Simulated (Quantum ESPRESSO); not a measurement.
# MnH2O2 (Pyrochroite) with and without spin polarisation, part 2 of 2

Does MnH2O2 (Pyrochroite) keep a moment from a parallel start?

Quantum ESPRESSO 7.5; PBEsol; plane waves with GBRV 1.5 PBEsol potentials, no spin-orbit coupling.

So far, absolute magnetization (μB): step 2 (start 1: ferro +) 4.99.

## (5) The lowest state again, with its states saved

pw.in

```
&CONTROL
  calculation = 'scf'
  prefix = 'pwscf'
  outdir = './tmp'
  pseudo_dir = './pseudo'
  disk_io = 'low'
  tprnfor = .true.
  tstress = .true.
/
&SYSTEM
  ibrav = 0
  celldm(1) = 8
  nat = 5
  ntyp = 3
  ecutwfc = 40
  ecutrho = 280
  nbnd = 29
  occupations = 'smearing'
  smearing = 'fd'
  degauss = 0.00999582
  nspin = 2
  starting_magnetization(1) = 0.3
  starting_magnetization(2) = 0
  starting_magnetization(3) = 0
/
&ELECTRONS
  conv_thr = 1d-08
  electron_maxstep = 150
  mixing_beta = 0.3
/
ATOMIC_SPECIES
Mn     54.9380 mn_pbesol_v1.5.uspp.F.UPF
H       1.0080 h_pbesol_v1.4.uspp.F.UPF
O      15.9990 o_pbesol_v1.2.uspp.F.UPF
CELL_PARAMETERS alat
   0.7677012381292    0.0000000000000    0.0000000000000
  -0.3838506190646    0.6648487747368    0.0000000000000
   0.0000000000000    0.0000000000000    1.0582466297904
ATOMIC_POSITIONS crystal
Mn      0.0000000000    0.0000000000    0.0000000000
H       0.3333333333    0.6666666667    0.4460000000
H       0.6666666667    0.3333333333    0.5540000000
O       0.3333333333    0.6666666667    0.2260000000
O       0.6666666667    0.3333333333    0.7740000000
K_POINTS automatic
8 8 8 0 0 0
```

Started as:

```console
> OMP_NUM_THREADS=1 mpirun -n 2 pw.x -nk 2 -in pw.in > pw.out
```

Log:

```text
     [... lines left out ...]
Program PWSCF v.7.5 starts
     [... lines left out ...]
     number of atoms/cell      =            5
     [... lines left out ...]
     number of electrons       =        29.00
     number of Kohn-Sham states=           29
     kinetic-energy cutoff     =      40.0000  Ry
     charge density cutoff     =     280.0000  Ry
     scf convergence threshold =      1.0E-08
     [... lines left out ...]
     12 Sym. Ops., with inversion, found
     [... lines left out ...]
     number of k points=    65  Fermi-Dirac smearing, width (Ry)=  0.0100
     [... lines left out ...]
     iteration # 10     ecut=    40.00 Ry     beta= 0.30
     [... lines left out ...]
     Magnetic moment per site  (integrated on atomic sphere of radius R)
     atom   1 (R=0.208)  charge= 12.4294  magn=  4.0987
     atom   2 (R=0.096)  charge=  0.3965  magn=  0.0054
     atom   3 (R=0.096)  charge=  0.3965  magn=  0.0054
     atom   4 (R=0.096)  charge=  2.0062  magn=  0.0533
     atom   5 (R=0.096)  charge=  2.0062  magn=  0.0533
     [... lines left out ...]
     the Fermi energy is     9.2818 ev
!    total energy              =    -277.93785963 Ry
     estimated scf accuracy    <          8.3E-09 Ry
     smearing contrib. (-TS)   =      -0.00063874 Ry
     [... lines left out ...]
     total magnetization       =     4.99 Bohr mag/cell
     absolute magnetization    =     4.99 Bohr mag/cell
     convergence has been achieved in  10 iterations
     [... lines left out ...]
     Total force =     0.027842     Total SCF correction =     0.000149
     [... lines left out ...]
          total   stress  (Ry/bohr**3)                   (kbar)     P=       74.33
     [... lines left out ...]
```

Elapsed: 13 s, on 2 MPI ranks of AMD EPYC 9B45 (Zen 5), shared host; peak memory 0.27 GiB; 25 s of CPU time.

Numbers from this step:

```
smearing term TS       : 0.008691 eV
pressure               : 7.434 GPa
magnetization          : 4.994 μB
absolute magnetization : 4.994 μB
final state            : ferromagnetic
largest moment         : 4.099 μB
```

## (6) Another way to count moments

projwfc.x projects the saved states on orthogonalised atomic orbitals of the pseudopotential files.

Log:

```text
[banner, memory and clock lines left out]
Program PROJWFC v.7.5 starts

     [... lines left out ...]
     IMPORTANT: XC functional enforced from input :
     Exchange-correlation= PBESOL
                           (   1   4  10   8   0   0   0)
     Any further DFT definition will be discarded
     Please, verify this is what you really want

     G-vector sticks info

     Check: negative core charge=   -0.000036

     negative rho (up, down):  0.000E+00 5.360E-04

     Gaussian broadening (read from input): ngauss,degauss=   0    0.010000

     Calling projwave ....

  Problem Sizes
  natomwfc =           23
  nbnd     =           29
  nkstot   =          130
  npwx     =         1205
  nkb      =           48

     Atomic states used for projection
     (read from pseudopotential files):

     state #   1: atom   1 (Mn ), wfc  1 (l=0 m= 1)
     state #   2: atom   1 (Mn ), wfc  2 (l=1 m= 1)
     state #   3: atom   1 (Mn ), wfc  2 (l=1 m= 2)
     state #   4: atom   1 (Mn ), wfc  2 (l=1 m= 3)
     state #   5: atom   1 (Mn ), wfc  3 (l=0 m= 1)
     state #   6: atom   1 (Mn ), wfc  4 (l=2 m= 1)
     state #   7: atom   1 (Mn ), wfc  4 (l=2 m= 2)
     state #   8: atom   1 (Mn ), wfc  4 (l=2 m= 3)
     state #   9: atom   1 (Mn ), wfc  4 (l=2 m= 4)
     state #  10: atom   1 (Mn ), wfc  4 (l=2 m= 5)
     state #  11: atom   1 (Mn ), wfc  5 (l=1 m= 1)
     state #  12: atom   1 (Mn ), wfc  5 (l=1 m= 2)
     state #  13: atom   1 (Mn ), wfc  5 (l=1 m= 3)
     state #  14: atom   2 (H  ), wfc  1 (l=0 m= 1)
     state #  15: atom   3 (H  ), wfc  1 (l=0 m= 1)
     state #  16: atom   4 (O  ), wfc  1 (l=0 m= 1)
     state #  17: atom   4 (O  ), wfc  2 (l=1 m= 1)
     state #  18: atom   4 (O  ), wfc  2 (l=1 m= 2)
     state #  19: atom   4 (O  ), wfc  2 (l=1 m= 3)
     state #  20: atom   5 (O  ), wfc  1 (l=0 m= 1)
     state #  21: atom   5 (O  ), wfc  2 (l=1 m= 1)
     state #  22: atom   5 (O  ), wfc  2 (l=1 m= 2)
     state #  23: atom   5 (O  ), wfc  2 (l=1 m= 3)

 [... projections of the bands left out ...]

Lowdin Charges:

     Atom #   1: total charge =  14.5881, s =  2.3677, p =  6.9361, d =  5.2843,
                 spin up      =   9.6444, s =  1.2052,
                 spin up      =   9.6444, p =  3.4936, pz=  1.1593, px=  1.1671, py=  1.1671,
                 spin up      =   9.6444, d =  4.9456, dz2=  0.9907, dxz=  0.9898, dyz=  0.9898, dx2-y2=  0.9876, dxy=  0.9876,
                 spin down    =   4.9437, s =  1.1626,
                 spin down    =   4.9437, p =  3.4425, pz=  1.1332, px=  1.1546, py=  1.1546,
                 spin down    =   4.9437, d =  0.3386, dz2=  0.0178, dxz=  0.0916, dyz=  0.0916, dx2-y2=  0.0688, dxy=  0.0688,
                 polarization =   4.7007, s =  0.0426, p =  0.0510, d =  4.6070,
     Atom #   2: total charge =   0.6300, s =  0.6300, p =  0.0000, d =  0.0000,
                 spin up      =   0.3203, s =  0.3203,
                 spin up      =   0.3203, p =  0.0000, pz=  0.0000, px=  0.0000, py=  0.0000,
                 spin up      =   0.3203, d =  0.0000, dz2=  0.0000, dxz=  0.0000, dyz=  0.0000, dx2-y2=  0.0000, dxy=  0.0000,
                 spin down    =   0.3098, s =  0.3098,
                 spin down    =   0.3098, p =  0.0000, pz=  0.0000, px=  0.0000, py=  0.0000,
                 spin down    =   0.3098, d =  0.0000, dz2=  0.0000, dxz=  0.0000, dyz=  0.0000, dx2-y2=  0.0000, dxy=  0.0000,
                 polarization =   0.0105, s =  0.0105, p =  0.0000, d =  0.0000,
     Atom #   3: total charge =   0.6300, s =  0.6300, p =  0.0000, d =  0.0000,
                 spin up      =   0.3203, s =  0.3203,
                 spin up      =   0.3203, p =  0.0000, pz=  0.0000, px=  0.0000, py=  0.0000,
                 spin up      =   0.3203, d =  0.0000, dz2=  0.0000, dxz=  0.0000, dyz=  0.0000, dx2-y2=  0.0000, dxy=  0.0000,
                 spin down    =   0.3098, s =  0.3098,
                 spin down    =   0.3098, p =  0.0000, pz=  0.0000, px=  0.0000, py=  0.0000,
                 spin down    =   0.3098, d =  0.0000, dz2=  0.0000, dxz=  0.0000, dyz=  0.0000, dx2-y2=  0.0000, dxy=  0.0000,
                 polarization =   0.0105, s =  0.0105, p =  0.0000, d =  0.0000,
     Atom #   4: total charge =   6.5326, s =  1.6025, p =  4.9302, d =  0.0000,
                 spin up      =   3.3306, s =  0.8176,
                 spin up      =   3.3306, p =  2.5130, pz=  0.7364, px=  0.8883, py=  0.8883,
                 spin up      =   3.3306, d =  0.0000, dz2=  0.0000, dxz=  0.0000, dyz=  0.0000, dx2-y2=  0.0000, dxy=  0.0000,
                 spin down    =   3.2020, s =  0.7848,
                 spin down    =   3.2020, p =  2.4172, pz=  0.7254, px=  0.8459, py=  0.8459,
                 spin down    =   3.2020, d =  0.0000, dz2=  0.0000, dxz=  0.0000, dyz=  0.0000, dx2-y2=  0.0000, dxy=  0.0000,
                 polarization =   0.1286, s =  0.0328, p =  0.0958, d =  0.0000,
     Atom #   5: total charge =   6.5326, s =  1.6025, p =  4.9302, d =  0.0000,
                 spin up      =   3.3306, s =  0.8176,
                 spin up      =   3.3306, p =  2.5130, pz=  0.7364, px=  0.8883, py=  0.8883,
                 spin up      =   3.3306, d =  0.0000, dz2=  0.0000, dxz=  0.0000, dyz=  0.0000, dx2-y2=  0.0000, dxy=  0.0000,
                 spin down    =   3.2020, s =  0.7848,
                 spin down    =   3.2020, p =  2.4172, pz=  0.7254, px=  0.8459, py=  0.8459,
                 spin down    =   3.2020, d =  0.0000, dz2=  0.0000, dxz=  0.0000, dyz=  0.0000, dx2-y2=  0.0000, dxy=  0.0000,
                 polarization =   0.1286, s =  0.0328, p =  0.0958, d =  0.0000,
     Spilling Parameter:   0.0030
```

Elapsed: 1.4 s, on 2 MPI ranks; peak memory 0.08 GiB.

```
atom  moment in the sphere (μB)  Löwdin moment (μB)  Löwdin charge (e)
 Mn1                      4.099               4.701             14.588
  H2                      0.005               0.011              0.630
  H3                      0.005               0.011              0.630
  O4                      0.053               0.129              6.533
  O5                      0.053               0.129              6.533
```

## (7) Results

| Item | Value |
| --- | --- |
| state found | ferromagnetic (from ferro +) |
| largest site moment | 4.10 μB |
| state without moments | 1754 meV a seeded atom higher |

**Reading.** The largest moment reads 4.10 μB in the sphere and 4.70 μB by Löwdin projection; a site moment hangs on how space is shared out. No opposed start was run, so this says nothing of the order that the crystal takes. Energies are free energies at an electronic temperature of 1580 K, which lowers moments and differences where the moments are itinerant. No Hubbard term acts here. In such compounds local and semilocal functionals without one often delocalise the d electrons, and can shrink or lose moments and miss the size, sign and order of the couplings.

[Logs and program files are shortened in this print: banners, set-up blocks, solver, clock and traceback lines can be left out without a mark of their own.]

[Logs are printed without paths, hosts, clocks, repeated set-up lines and the standing remarks that a program may print on its own settings, such as how far it seeks lower states.]

[Hosts, paths, dates, database ids (printed as entryN), source tags and the programs' standing remarks are cut or masked in the printed files.]

[Where a cell is said to come from a database of computed structures, the database is the Materials Project.]
